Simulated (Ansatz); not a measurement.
**How fast states decay through K2LiLuF6**

A new crystal, K2LiLuF6: structure, gap and complex bands. It is built by putting F for Cl in the K2LiLuCl6 structure of space group Fm-3m, with the volume rescaled by atomic radii. The parent structure comes from the Materials Project.

Calculated with Ansatz 0.2.0; r2SCAN DFT, plane waves, PAW files, in the first sound run; inputs show where later runs differ.

The structure was built from a prototype and need not be the compound's stable phase.

**1. Set-up**

Symmetry: Fm-3m, No. 225, cubic system. The conventional cell has a = 9.282 Å, b = 9.282 Å, c = 9.282 Å, α = 90.00°, β = 90.00°, γ = 90.00°. K has 12 F at 3.28 Å nearest. Li has 6 F at 2.32 Å nearest. Nearest to Lu lie 6 F at 2.32 Å. Nearest to F lie 1 Li at 2.32 Å and 1 Lu at 2.32 Å and 4 K at 3.28 Å. It derives from K2LiLuCl6. F for Cl in the K2LiLuCl6 structure of space group Fm-3m. Farther neighbours and most contacts between anions are not listed.

**2. Relaxing the new crystal**

The substituted atoms don't fit the parent's cell, so cell and atoms relax together. A small smearing keeps the run stable in case the gap closes on the way.

File input.yaml:

```yaml
crystal:
  lattice:
    - [0.0, 4.6412325495, 4.6412325495]
    - [4.6412325495, 0.0, 4.6412325495]
    - [4.6412325495, 4.6412325495, 0.0]
  atoms:
    - { symbol: K, position: [0.75, 0.75, 0.75] }
    - { symbol: K, position: [0.25, 0.25, 0.25] }
    - { symbol: Li, position: [0.5, 0.5, 0.5] }
    - { symbol: Lu, position: [0.0, 0.0, 0.0] }
    - { symbol: F, position: [0.749948, 0.250052, 0.250052] }
    - { symbol: F, position: [0.250052, 0.250052, 0.749948] }
    - { symbol: F, position: [0.250052, 0.749948, 0.749948] }
    - { symbol: F, position: [0.250052, 0.749948, 0.250052] }
    - { symbol: F, position: [0.749948, 0.250052, 0.749948] }
    - { symbol: F, position: [0.749948, 0.749948, 0.250052] }
kpoints:
  mp_grid: { grid: [4, 4, 4] }
scf:
  occupations: { method: gaussian, width: 0.03 }
hamiltonian:
  xc: r2scan
output:
  forces: true
  stress: true
relax:
  f_tol: 0.02
  max_steps: 60
  cell: {}
```

Command:

```
> ansatz run input.yaml --threads 2 --pin off --max-ram 4096MiB --backend cpu --events-out ev --progress --plain --runs-dir out
```

Numbers of over 12 decimals in the logs are rounded to 6 here.

What it wrote:

```text
Engine: ansatz 0.2.0, aarch64-unknown-linux-gnu
Pseudopotentials: kind: paw
Pseudopotential: K, paw, valence charge 9, recommended cutoff 500 eV (meta_gga), K.paw.azcp
Pseudopotential: Li, paw, valence charge 3, recommended cutoff 500 eV (meta_gga), Li.paw.azcp
Pseudopotential: Lu, paw, valence charge 25, recommended cutoff 500 eV (meta_gga), Lu.paw.azcp
Pseudopotential: F, paw, valence charge 7, recommended cutoff 500 eV (meta_gga), F.paw.azcp
Functional definition: r2SCAN
  parameter k0 = 0.174
  parameter k1 = 0.065
  parameter a1 = 4.9479
  exchange = r2scan_x(k0 = k0, k1 = k1, a1 = a1)
  correlation = r2scan_c
Crystal: 10 atoms, lattice volume = 199.954 Å³
Basis set: ecut = 500 eV, 5029 PW (Γ), exchange–correlation on 192×192×192 points (64 copies of the dense FFT grid, shifted against one another)
Bands: 54, of which v1, the nominal top of the filled ones, is band 44 counted from 1 (43 counted from 0)
Symmetry: 48 space group operations
Space group: Fm-3m (ITA 225), of the structure as read, at distance tolerance 5.8e-5 Å
k-points: 8 of 64
Non-local potential: K, projectors of the file, l = 0: 3, l = 1: 2, l = 2: 2
Non-local potential: Li, projectors of the file, l = 0: 3, l = 1: 2, l = 2: 1
Non-local potential: Lu, projectors of the file, l = 0: 3, l = 1: 2, l = 2: 2, l = 3: 3
Non-local potential: F, projectors of the file, l = 0: 2, l = 1: 2, l = 2: 1
PAW form: soft (Blöchl's): semilocal exchange-correlation on the pseudo side does not see the compensation charge
PAW frozen core: K, regenerated for the run's functional (the file was generated under x = pbe(κ = 0.804, μ = 0.219515), c = pbe(β = 0.066725))
PAW frozen core: Lu, regenerated for the run's functional (the file was generated under x = pbe(κ = 0.804, μ = 0.219515), c = pbe(β = 0.066725))
PAW frozen core: F, regenerated for the run's functional (the file was generated under x = pbe(κ = 0.804, μ = 0.219515), c = pbe(β = 0.066725))
PAW one-centre angular grid: K, 302 points (default); XC on 160 Gauss nodes
PAW one-centre angular grid: Li, 302 points (default); XC on 327 of its mesh's 2665 points in the sphere
PAW one-centre angular grid: Lu, 974 points (default); XC on 160 Gauss nodes
PAW one-centre angular grid: F, 302 points (default); XC on 160 Gauss nodes
Initial density: superposition of atomic densities (neutral atoms: chi_scale 0, normalization atom), corrected by the library's trained network
Initial wavefunctions: pseudopotential atomic-orbital guess
Functional: x = r2scan, c = r2scan; τ floored in thin density (d = 2e-4 eV/Å³)
SCF iter   1: F=—  HF=-22908.357223 eV  |F-HF|=—  |Δ(HF+E_count)|=         —  Δρ=8.41e-3  dr2=1.37e-1  dr2_τ=1.53e-1  ethr=1.77e-3  ⟨swp⟩=6.8  Hψ=1646  notcnv=0  defer=2
preconditioner: auto → Resta (q_TF=auto, 2.379 Å⁻¹)  ε∞=3.0  [insulator: Δε(μ)=6.586 eV  Ē_g=16.542 eV  σ=0.030 eV  W_gap=1.00  n_scr=58 (ndim 8)  ℏωp=23.5 eV  f_vac=0.215  D(μ)=0.00/eV (n_scr^D=0)  ε∞_Penn≈3.0]
SCF iter   2: F=—  HF=-22908.502685 eV  |F-HF|=—  |Δ(HF+E_count)|=   1.45e-1  Δρ=4.29e-3  dr2=1.56e-2  dr2_τ=5.75e-3  ethr=1.56e-4  ⟨swp⟩=3.0  Hψ=930  notcnv=0  defer=43
SCF iter   3: F=—  HF=-22908.497100 eV  |F-HF|=—  |Δ(HF+E_count)|=   5.58e-3  Δρ=2.25e-3  dr2=5.09e-3  dr2_τ=7.18e-4  ethr=1.77e-5  ⟨swp⟩=3.0  Hψ=794  notcnv=0  defer=19
automatic band count: iteration 3 solves 51 bands in place of 54: the levels show a gap, and the empty bands left out lie too high to hold charge; the band table lists the bands solved (type scf.n_extra_bands for more)
SCF iter   4: F=—  HF=-22908.496347 eV  |F-HF|=—  |Δ(HF+E_count)|=   7.53e-4  Δρ=8.75e-4  dr2=1.79e-3  dr2_τ=1.27e-4  ethr=5.79e-6  ⟨swp⟩=2.0  Hψ=806  notcnv=0  defer=19
SCF iter   5: F=—  HF=-22908.495937 eV  |F-HF|=—  |Δ(HF+E_count)|=   4.10e-4  Δρ=1.67e-4  dr2=4.38e-5  dr2_τ=5.56e-6  ethr=2.03e-6  ⟨swp⟩=2.0  Hψ=578  notcnv=0  defer=19
SCF iter   6: F=—  HF=-22908.495780 eV  |F-HF|=—  |Δ(HF+E_count)|=   1.57e-4  Δρ=4.66e-5  dr2=6.14e-6  dr2_τ=4.07e-7  ethr=4.98e-8  ⟨swp⟩=2.0  Hψ=738  notcnv=0  defer=19
SCF iter   7: F=—  HF=-22908.495781 eV  |F-HF|=—  |Δ(HF+E_count)|=   1.32e-6  Δρ=6.12e-6  dr2=1.18e-7  dr2_τ=3.25e-8  ethr=6.98e-9  ⟨swp⟩=2.0  Hψ=718  notcnv=0  defer=19
SCF iter   8: F=-22908.495781 eV  HF=-22908.495781 eV  |F-HF|=1.63e-9  |Δ(HF+E_count)|=   6.40e-8  Δρ=2.06e-6  dr2=1.22e-8  dr2_τ=8.44e-10  ethr=1.14e-10  ⟨swp⟩=4.0  Hψ=1299  notcnv=0
SCF 1 converged in 8 iterations: F = -22908.495781 eV  dr2 = 1.22e-8
  greatest PAW one-centre occupation: 0.999 electrons in one spin orbital (limit 2), on the Li atom at site 2 (counted from 0), in its partial waves of l = 0
relax step   1: F+E_penalty+E_count = -22908.49578124 eV  Δ(F+E_penalty+E_count) = +0.000e0 eV  max|allowed force component| = 1.432e0 eV/Å  Δτ_max = 0.0000 Å  P = -10.658 GPa  Ω = 199.954 Å³  (8 SCF iters, dr2 threshold 1.00e-7 eV, accepted)
Crystal: 10 atoms, lattice volume = 171.626 Å³
Basis set: ecut = 500 eV, 4285 PW (Γ), exchange–correlation on 192×192×192 points (64 copies of the dense FFT grid, shifted against one another)
Initial density: handed on by an earlier stage of this run
Initial wavefunctions: those handed on with the density
iter 1 solved again at ethr=1.33e-3 eV; its pass at ethr=3.10e-3 eV (dr2=1.17e0 eV) is discarded
SCF iter   1: F=—  HF=-22912.547887 eV  |F-HF|=—  |Δ(HF+E_count)|=         —  Δρ=2.25e-2  dr2=1.18e0  dr2_τ=5.16e0  ethr=1.33e-3  ⟨swp⟩=1.1  Hψ=2064  notcnv=0
automatic band count: iteration 1 solves 51 bands in place of 54: the levels show a gap, and the empty bands left out lie too high to hold charge; the band table lists the bands solved (type scf.n_extra_bands for more)
preconditioner: auto → Resta (q_TF=auto, 2.441 Å⁻¹)  ε∞=3.2  [insulator: Δε(μ)=6.675 eV  Ē_g=17.489 eV  σ=0.030 eV  W_gap=1.00  n_scr=50 (ndim 8)  ℏωp=26.0 eV  f_vac=0.145  D(μ)=0.00/eV (n_scr^D=0)  ε∞_Penn≈3.2]
SCF iter   2: F=—  HF=-22910.261485 eV  |F-HF|=—  |Δ(HF+E_count)|=    2.29e0  Δρ=1.10e-2  dr2=1.60e-1  dr2_τ=2.26e-2  ethr=1.33e-3  ⟨swp⟩=4.0  Hψ=893  notcnv=0
SCF iter   3: F=—  HF=-22910.197341 eV  |F-HF|=—  |Δ(HF+E_count)|=   6.41e-2  Δρ=5.08e-3  dr2=6.03e-2  dr2_τ=1.95e-3  ethr=1.81e-4  ⟨swp⟩=3.0  Hψ=716  notcnv=0  defer=18
SCF iter   4: F=—  HF=-22910.176937 eV  |F-HF|=—  |Δ(HF+E_count)|=   2.04e-2  Δρ=2.31e-3  dr2=5.27e-3  dr2_τ=1.08e-3  ethr=6.85e-5  ⟨swp⟩=3.9  Hψ=836  notcnv=0  defer=18
SCF iter   5: F=—  HF=-22910.177149 eV  |F-HF|=—  |Δ(HF+E_count)|=   2.11e-4  Δρ=1.01e-3  dr2=9.89e-4  dr2_τ=1.49e-4  ethr=5.98e-6  ⟨swp⟩=3.0  Hψ=723  notcnv=0  defer=14
[...]
SCF iter   7: F=—  HF=-22910.833937 eV  |F-HF|=—  |Δ(HF+E_count)|=   7.97e-6  Δρ=7.39e-5  dr2=9.02e-6  dr2_τ=8.41e-7  ethr=8.17e-8  ⟨swp⟩=3.0  Hψ=806  notcnv=0  defer=18
SCF iter   8: F=-22910.833938 eV  HF=-22910.833938 eV  |F-HF|=1.60e-8  |Δ(HF+E_count)|=   6.93e-7  Δρ=1.17e-5  dr2=3.04e-7  dr2_τ=2.83e-8  ethr=1.14e-9  ⟨swp⟩=3.0  Hψ=1672  notcnv=0
SCF 3 converged in 8 iterations: F = -22910.833938 eV  dr2 = 3.04e-7
relax step   3: F+E_penalty+E_count = -22910.83393760 eV  Δ(F+E_penalty+E_count) = -6.562e-1 eV  max|allowed force component| = 3.860e-1 eV/Å  Δτ_max = 0.1135 Å  P = +0.146 GPa  Ω = 146.534 Å³  energy of the carried Pulay correction = +2.690e-2 eV  (8 SCF iters, dr2 threshold 1.00e-6 eV, accepted)
[...]
relax step   4: F+E_penalty+E_count = -22910.86335489 eV  Δ(F+E_penalty+E_count) = -2.942e-2 eV  max|allowed force component| = 1.699e-1 eV/Å  Δτ_max = 0.0494 Å  P = +0.143 GPa  Ω = 141.483 Å³  energy of the carried Pulay correction = +3.030e-2 eV  (7 SCF iters, dr2 threshold 1.00e-6 eV, accepted)
[...]
relax step   5: F+E_penalty+E_count = -22910.86968308 eV  Δ(F+E_penalty+E_count) = -6.328e-3 eV  max|allowed force component| = 8.008e-3 eV/Å  Δτ_max = 0.0165 Å  P = -0.141 GPa  Ω = 143.609 Å³  energy of the carried Pulay correction = +2.884e-2 eV  (6 SCF iters, dr2 threshold 1.00e-6 eV, accepted)
[...]
relax step   6: F+E_penalty+E_count = -22910.87009248 eV  Δ(F+E_penalty+E_count) = -4.094e-4 eV  max|allowed force component| = 1.069e-2 eV/Å  Δτ_max = 0.0004 Å  P = +0.069 GPa  Ω = 143.157 Å³  energy of the carried Pulay correction = +2.915e-2 eV  (6 SCF iters, dr2 threshold 4.96e-8 eV, accepted)
[...]
relax step   7: F+E_penalty+E_count = -22910.87004364 eV  Δ(F+E_penalty+E_count) = +4.883e-5 eV  max|allowed force component| = 1.290e-3 eV/Å  Δτ_max = 0.0003 Å  P = -0.006 GPa  Ω = 143.274 Å³  energy of the carried Pulay correction = +2.907e-2 eV  (6 SCF iters, dr2 threshold 1.18e-8 eV, accepted)
Basis set: ecut = 500 eV, 3695 PW (Γ), exchange–correlation on 180×180×180 points (64 copies of the dense FFT grid, shifted against one another)
Initial wavefunctions: pseudopotential atomic-orbital guess (no wavefunctions were taken with the density)
iter 1 solved again at ethr=4.33e-7 eV; its pass at ethr=3.10e-3 eV (dr2=3.81e-4 eV) is discarded
SCF iter   1: F=—  HF=-22910.830757 eV  |F-HF|=—  |Δ(HF+E_count)|=         —  Δρ=1.36e-3  dr2=2.38e-4  dr2_τ=1.26e-3  ethr=4.33e-7  ⟨swp⟩=3.2  Hψ=2778  notcnv=0
preconditioner: auto → Resta (q_TF=auto, 2.515 Å⁻¹)  ε∞=3.4  [insulator: Δε(μ)=6.845 eV  Ē_g=18.460 eV  σ=0.030 eV  W_gap=1.00  n_scr=50 (ndim 8)  ℏωp=28.4 eV  f_vac=0.074  D(μ)=0.00/eV (n_scr^D=0)  ε∞_Penn≈3.4]
SCF iter   2: F=—  HF=-22910.831341 eV  |F-HF|=—  |Δ(HF+E_count)|=   5.84e-4  Δρ=6.96e-4  dr2=7.08e-5  dr2_τ=1.51e-4  ethr=2.71e-7  ⟨swp⟩=2.8  Hψ=728  notcnv=0
SCF iter   3: F=—  HF=-22910.831518 eV  |F-HF|=—  |Δ(HF+E_count)|=   1.77e-4  Δρ=1.45e-4  dr2=9.40e-6  dr2_τ=4.08e-6  ethr=8.04e-8  ⟨swp⟩=2.0  Hψ=784  notcnv=0
SCF iter   4: F=—  HF=-22910.831504 eV  |F-HF|=—  |Δ(HF+E_count)|=   1.44e-5  Δρ=2.15e-5  dr2=3.34e-7  dr2_τ=1.23e-7  ethr=1.07e-8  ⟨swp⟩=2.0  Hψ=784  notcnv=0
SCF iter   5: F=—  HF=-22910.831657 eV  |F-HF|=—  |Δ(HF+E_count)|=   1.53e-4  Δρ=9.25e-6  dr2=5.41e-8  dr2_τ=1.48e-8  ethr=3.80e-10  ⟨swp⟩=2.0  Hψ=784  notcnv=0
SCF iter   6: F=—  HF=-22910.831657 eV  |F-HF|=—  |Δ(HF+E_count)|=   5.93e-8  Δρ=2.34e-6  dr2=5.45e-9  dr2_τ=1.07e-9  ethr=6.15e-11  ⟨swp⟩=2.0  Hψ=728  notcnv=0
SCF iter   7: F=—  HF=-22910.831657 eV  |F-HF|=—  |Δ(HF+E_count)|=  1.64e-10  Δρ=4.04e-7  dr2=2.57e-10  dr2_τ=1.34e-11  ethr=6.20e-12  ⟨swp⟩=2.1  Hψ=691  notcnv=0
SCF iter   8: F=-22910.831657 eV  HF=-22910.831657 eV  |F-HF|=0.00e0  |Δ(HF+E_count)|=  5.46e-11  Δρ=6.20e-8  dr2=6.66e-12  dr2_τ=1.00e-12  ethr=1.00e-12  ⟨swp⟩=4.0  Hψ=1337  notcnv=0
SCF 8 converged in 8 iterations: F = -22910.831657 eV  dr2 = 6.66e-12
relax step   8: F+E_penalty+E_count = -22910.83165703 eV  Δ(F+E_penalty+E_count) = +3.839e-2 eV  max|allowed force component| = 3.076e-4 eV/Å  Δτ_max = 0.0000 Å  P = -0.020 GPa  Ω = 143.274 Å³  stress off target by 1.97e-2 GPa  SCF on the basis re-selected at this cell (its energy is not comparable with the rows above)  (8 SCF iters)
basis re-selected at this cell: Δ(F+E_penalty+E_count) = +3.839e-2 eV, ΔP = -0.014 GPa vs the last step (what re-selecting the basis moved, of the pressure what is left beyond the Pulay correction that the steps carried, after the strain that the cell walked since its last selection, with what the two solves' SCF thresholds leave and, on support functions, any second-order correction that the steps lacked; it is no measure of the basis error at this ecutwfc). The dense FFT grid was sized anew with the basis: this SCF ran on 45×45×45 points, the steps before it on 48×48×48, so part of this shift can come from that change (see relax.cell in the input reference). [rest of the remark cut]
SCF converged after 8 iterations
Free energy (F): -22910.831657 eV
Harris-Foulkes:  -22910.831657 eV  (|F-HF|=0.00e0)
Internal energy: -22910.831657 eV  (E = F + TS)
E sigma→0 (E₀):  -22910.831657 eV
Fermi energy:    6.761014 eV
--- Per-component energies (eV) ---
  E_band       = -618.184938
  E_kinetic    = 2203.676103
  E_local      = -12984.356025  (includes V_loc(G=0)·N_el)
  E_nonlocal   = 1000.678655
  E_hartree    = 5288.160770
  E_xc         = -973.932766
  E_vxc        = -1385.788311  (∫ρ·V_xc dr)
  E_paw        = -10199.868204  (= ΣΔE_a)
  E_vpaw       = -120.417364  (= ΣTr[D̂ρ^β])
  E_aug_tail   = 0.005701  (compensation charges beyond the density's cutoff)
  E_vtau       = 91.694757  (kinetic-family band-sum trace: ∫τ·v_τ [+ j·A + Jᵃ·Aᵃ] dr)
  E_ewald      = -7245.292697
  E_core_change = 0.096804  (= ΣΔE_core)
  E_smearing   = -0.000000  (= −TS)
  E_closure    = -0.000000  (closes the sum)
  Σ components = -22910.831657   (vs F -22910.831657, Δ=0.00e0)
--- Forces (eV/Å), atoms counted from 1 ---
  atom   1  K      0.00000000     0.00000000    -0.00000000
  atom   2  K     -0.00000000     0.00000000     0.00000000
  atom   3  Li     0.00000000    -0.00000000     0.00000000
  atom   4  Lu    -0.00000000     0.00000000    -0.00000000
  atom   5  F      0.00030759    -0.00000000     0.00000000
  atom   6  F     -0.00000000     0.00000000     0.00030759
  atom   7  F     -0.00030759     0.00000000     0.00000000
  atom   8  F      0.00000000     0.00030759     0.00000000
  atom   9  F     -0.00000000    -0.00030759    -0.00000000
  atom  10  F     -0.00000000     0.00000000    -0.00030759
  max |Σ_I F_I| component: 2.58e-18 eV/Å
--- Stress (GPa, compression-positive) ---
       -0.019675      -0.000000      -0.000000
       -0.000000      -0.019675       0.000000
       -0.000000       0.000000      -0.019675
  P = ⅓ Tr σ = -0.0197 GPa (-0.197 kbar)
--- Relaxed structure (7 steps of the walk, 7 accepted, 1 SCFs on fresh bases) ---
  F+E_penalty+E_count = -22910.83165703 eV   max|allowed force component| = 3.076e-4 eV/Å   (the final SCF, on the basis selected at the relaxed cell)
  cell:  # Å, volume = 143.2737 Å³
    - [0, 4.153161, 4.153161]
    - [4.153161, 0, 4.153161]
    - [4.153161, 4.153161, 0]
  atoms:
    - { symbol: K, position: [0.750000, 0.750000, 0.750000] }
    - { symbol: K, position: [0.25, 0.25, 0.25] }
    - { symbol: Li, position: [0.5, 0.5, 0.5] }
    - { symbol: Lu, position: [-2.3547102589873905e-18, -1.86881766586308e-19, 1.08391424620054e-18] }
    - { symbol: F, position: [0.745338, 0.254662, 0.254662] }
    - { symbol: F, position: [0.254662, 0.254662, 0.745338] }
    - { symbol: F, position: [0.254662, 0.745338, 0.745338] }
    - { symbol: F, position: [0.254662, 0.745338, 0.254662] }
    - { symbol: F, position: [0.745338, 0.254662, 0.745338] }
    - { symbol: F, position: [0.745338, 0.745338, 0.254662] }
```

Wall time 35 s (2 threads of Arm Neoverse V2, shared host); peak memory 1 GiB; 67 s of CPU time.

Relaxation path:

```tsv
step	energy less that of the first step (eV)	largest force component (eV/Å)	pressure (GPa)	volume (Å³)
1	0.0000	1.4324	-10.66	199.95
2	-1.6819	0.7466	-2.92	171.63
3	-2.3382	0.3860	0.15	146.53
4	-2.3676	0.1699	0.14	141.48
5	-2.3739	0.0080	-0.14	143.61
6	-2.3743	0.0107	0.07	143.16
7	-2.3743	0.0013	-0.01	143.27
8*	-2.3359	0.0003	-0.02	143.27
```

Relaxation steps marked * repeat the geometry before them on a plane-wave basis chosen anew for their cell, so energy and pressure can jump there.

Forces are held to the 48 operations that the run works with; a distortion that breaks them can't arise in this run.

```tsv
conventional cell, symmetrised	before	after	change
a (Å)	9.282	8.306	-10.5 %
b (Å)	9.282	8.306	-10.5 %
c (Å)	9.282	8.306	-10.5 %
volume (Å³/atom)	20.00	14.33	-28.3 %
```

The atoms that moved most (Å, as changes of fractional coordinates times the final cell):

```tsv
atom	dx	dy	dz	length
F7	-0.038	0.000	0.000	0.038
F9	0.000	-0.038	0.000	0.038
F10	0.000	0.000	-0.038	0.038
F5	0.038	0.000	0.000	0.038
F6	0.000	0.000	0.038	0.038
F8	0.000	0.038	0.000	0.038
```

Numbers from this step:

```yaml
free_energy: -22910.8317 eV
fermi_energy: 6.761 eV
pressure: -0.01967 GPa
```

The largest force component on a free atom ends at 3.1e-4 eV/Å.

[end of part 1 of 3]

[Logs are printed without paths, hosts, clocks, repeated set-up lines and the standing remarks that a program may print on its own settings, such as how far it seeks lower states.]

[Hosts, paths, dates, database ids (printed as entryN), source tags and the programs' standing remarks are cut or masked in the printed files.]

[New means built here by substitution; the compound itself may be known and measured.]
